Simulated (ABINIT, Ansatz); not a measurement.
# MgTlBr3 (Pm-3m): Raman and infrared activity, part 3 of 4

Wanted: vibrational spectra of MgTlBr3 (Pm-3m) from linear and non-linear response.

ABINIT 10.8.3; DFT LDA, scalar-relativistic, plane waves, HGH norm-conserving pseudopotentials.

So far, highest optical zone-centre mode (no LO-TO term) (cm⁻¹): step 6 (zone-centre analysis) 243. The relaxed cell has a = 5.131 Å (conventional setting).

The structure was built from a prototype and need not be the compound's stable phase.

### Step 7. Sum rules set otherwise (asr 0)

Without the rule the raw error of the acoustic modes shows.

Input file anaddb.abi:

```
ddb_filepath "gamma_DDB"
output_file "anaddb.abo"
outdata_prefix "anaddb"
asr 0
chneut 0
enunit 2
eivec 1
nph1l 1
qph1l 0.0 0.0 0.0 1.0
dieflag 2
nph2l 3
qph2l 
    1.0 0.0 0.0 0.0
    0.0 0.0 1.0 0.0
    1.0 1.0 1.0 0.0
nlflag 1
ramansr 1
alphon 1
prtmbm 1
```

Input file mrgddb.in:

```
gamma_DDB
merged
3
dfpt_gammao_DS2_DDB
dfpt_gammao_DS3_DDB
gso_DDB
```

Run with:

```bash
$ mrgddb < mrgddb.in > mrgddb.log
$ OMP_NUM_THREADS=1 anaddb anaddb.abi > anaddb.log
```

anaddb.abo, the main output file:

```text
[banners, grids, parts of the stress and lines that vanish by symmetry left out]
-outvars_anaddb: echo values of input variables ----------------------

 Flags :
[...]
Dielectric Tensor and Effective Charges
[...]
Effective charge tensors after
[...]
1          1       -0.000000000       -0.000000000       -0.000000000
[...]
1          2       -0.000000000       -0.000000000       -0.000000000
[...]
1          3       -0.000000000       -0.000000000       -0.000000000
[...]
2          1       -0.000000000       -0.000000000       -0.000000000
[...]
2          2       -0.000000000       -0.000000000       -0.000000000
[...]
2          3       -0.000000000       -0.000000000       -0.000000000
[...]
3          1       -0.000000000       -0.000000000       -0.000000000
[...]
3          2       -0.000000000       -0.000000000       -0.000000000
[...]
3          3       -0.000000000       -0.000000000       -0.000000000
[...]
4          1       -0.000000000       -0.000000000       -0.000000000
[...]
4          2       -0.000000000       -0.000000000       -0.000000000
[...]
4          3       -0.000000000       -0.000000000       -0.000000000
[...]
5          1       -0.000000000       -0.000000000       -0.000000000
[...]
5          2       -0.000000000       -0.000000000       -0.000000000
[...]
5          3       -0.000000000       -0.000000000       -0.000000000
[...]
Phonon wavevector (reduced coordinates) :  0.00000  0.00000  0.00000
 Phonon energies in Hartree :
[...]
Phonon energies in meV     :
- -4.165936E+00 -4.165936E+00 -4.165936E+00  7.966543E-02  7.966545E-02
-  7.966551E-02  5.150317E+00  5.150317E+00  5.150317E+00  9.575716E+00
-  9.575716E+00  9.575716E+00  3.015663E+01  3.015663E+01  3.015663E+01
 Phonon frequencies in cm-1    :
- -3.360054E+01 -3.360054E+01 -3.360054E+01  6.425450E-01  6.425452E-01
-  6.425457E-01  4.154011E+01  4.154011E+01  4.154011E+01  7.723336E+01
-  7.723336E+01  7.723336E+01  2.432296E+02  2.432296E+02  2.432296E+02
 Phonon frequencies in Thz     :
- -1.007319E+00 -1.007319E+00 -1.007319E+00  1.926301E-02  1.926302E-02
-  1.926303E-02  1.245341E+00  1.245341E+00  1.245341E+00  2.315398E+00
-  2.315398E+00  2.315398E+00  7.291841E+00  7.291841E+00  7.291841E+00
 Phonon energies in Kelvin  :
- -4.834368E+01 -4.834368E+01 -4.834368E+01  9.244789E-01  9.244791E-01
-  9.244799E-01  5.976694E+01  5.976694E+01  5.976694E+01  1.111216E+02
-  1.111216E+02  1.111216E+02  3.499532E+02  3.499532E+02  3.499532E+02
[...]
-  1  0.00000000E+00  0.00000000E+00  1.21333670E-03
-     0.00000000E+00  0.00000000E+00  0.00000000E+00
-  2  0.00000000E+00  0.00000000E+00 -5.04223828E-04
-     0.00000000E+00  0.00000000E+00  0.00000000E+00
-  3  0.00000000E+00  0.00000000E+00 -6.93682270E-04
-     0.00000000E+00  0.00000000E+00  0.00000000E+00
-  4  0.00000000E+00  0.00000000E+00 -1.12723360E-03
-     0.00000000E+00  0.00000000E+00  0.00000000E+00
-  5  0.00000000E+00  0.00000000E+00 -1.12723360E-03
-     0.00000000E+00  0.00000000E+00  0.00000000E+00
[...]
-  1  0.00000000E+00 -1.21333670E-03  0.00000000E+00
-     0.00000000E+00  0.00000000E+00  0.00000000E+00
-  2  0.00000000E+00  5.04223828E-04  0.00000000E+00
-     0.00000000E+00  0.00000000E+00  0.00000000E+00
-  3  0.00000000E+00  1.12723360E-03  0.00000000E+00
-     0.00000000E+00  0.00000000E+00  0.00000000E+00
-  4  0.00000000E+00  6.93682270E-04  0.00000000E+00
-     0.00000000E+00  0.00000000E+00  0.00000000E+00
-  5  0.00000000E+00  1.12723360E-03  0.00000000E+00
-     0.00000000E+00  0.00000000E+00  0.00000000E+00
[...]
-  1  1.21333670E-03  0.00000000E+00  0.00000000E+00
-     0.00000000E+00  0.00000000E+00  0.00000000E+00
-  2 -5.04223828E-04  0.00000000E+00  0.00000000E+00
-     0.00000000E+00  0.00000000E+00  0.00000000E+00
-  3 -1.12723360E-03  0.00000000E+00  0.00000000E+00
-     0.00000000E+00  0.00000000E+00  0.00000000E+00
-  4 -1.12723360E-03  0.00000000E+00  0.00000000E+00
-     0.00000000E+00  0.00000000E+00  0.00000000E+00
[...]
-  4 -2.23434609E-04  0.00000000E+00  0.00000000E+00
[...]
-  5  1.57624206E-03  0.00000000E+00  0.00000000E+00
[...]
-         0.000000000       0.000000000       0.000000000
-         0.000000000       0.000000000       0.000000000
-         0.000000000       0.000000000       0.000000000
[...]
-         0.000000000       0.000000000       0.000000000
-         0.000000000       0.000000000       0.000000000
-         0.000000000       0.000000000       0.000000000
[...]
Phonon at Gamma, with non-analyticity in the
[...]
Phonon energies in Hartree :
[...]
Phonon energies in meV     :
- -4.165936E+00 -4.165936E+00  7.889489E-02  7.966543E-02  7.966545E-02
-  3.922778E+00  5.150317E+00  5.150317E+00  5.150317E+00  9.575716E+00
-  9.575716E+00  1.211848E+01  3.015663E+01  3.015663E+01  3.512128E+01
 Phonon frequencies in cm-1    :
- -3.360054E+01 -3.360054E+01  6.363302E-01  6.425450E-01  6.425452E-01
[...]
Phonon frequencies in Thz     :
[...]
Phonon energies in Kelvin  :
[...]
-  1  0.00000000E+00  0.00000000E+00  1.21333670E-03
[...]
-  2  0.00000000E+00  0.00000000E+00 -5.04223828E-04
[...]
-  3  0.00000000E+00  0.00000000E+00 -6.93682270E-04
[...]
-  4  0.00000000E+00  0.00000000E+00 -1.12723360E-03
[...]
Phonon at Gamma, with non-analyticity in the
[...]
Phonon energies in Hartree :
[...]
Phonon energies in meV     :
[...]
Phonon frequencies in cm-1    :
[...]
Phonon frequencies in Thz     :
[...]
Phonon energies in Kelvin  :
[...]
Phonon at Gamma, with non-analyticity in the
[...]
Phonon energies in Hartree :
[...]
Phonon energies in meV     :
[...]
Phonon frequencies in cm-1    :
[...]
Phonon frequencies in Thz     :
[...]
Phonon energies in Kelvin  :
[...]
-  4.552195E+01  5.976694E+01  5.976694E+01  5.976694E+01  1.111216E+02
-  1.111216E+02  1.406292E+02  3.499532E+02  3.499532E+02  4.075655E+02
[...]
-  4 -1.80681817E-04 -7.91405699E-04  6.84989058E-05
[...]
-  5  1.27463816E-03  1.12182911E-04  6.84989058E-05
[...]
-         0.000000000       0.000000000       0.000000000
-         0.000000000       0.000000000       0.000000000
[...]
Spherical averages : G0=     0.000000000    G1=     0.000000000    G2=     0.000000000

-
```

It took 2.1 s on 1 thread of Intel Xeon 6975P-C (Granite Rapids), shared host.

Numbers from this step:

| Property | Result |
| --- | --- |
| lowest optical zone-centre mode | -33.6 cm⁻¹ |

Zone-centre frequencies as printed; negative means imaginary. Modes:

```
mode  frequency (cm⁻¹)
   1             -33.6
   2             -33.6
   3             -33.6
   4              0.64
   5              0.64
   6              0.64
   7             41.54
   8             41.54
   9             41.54
  10             77.23
  11             77.23
  12             77.23
  13             243.2
  14             243.2
  15             243.2
```

(Part 3 of 4 ends here.)

[Host names and launcher messages were left out of these logs when they were recorded.]

[Logs are printed without paths, hosts, clocks, repeated set-up lines and the standing remarks that a program may print on its own settings, such as how far it seeks lower states.]

[Hosts, paths, dates, database ids (printed as entryN), source tags and the programs' standing remarks are cut or masked in the printed files.]
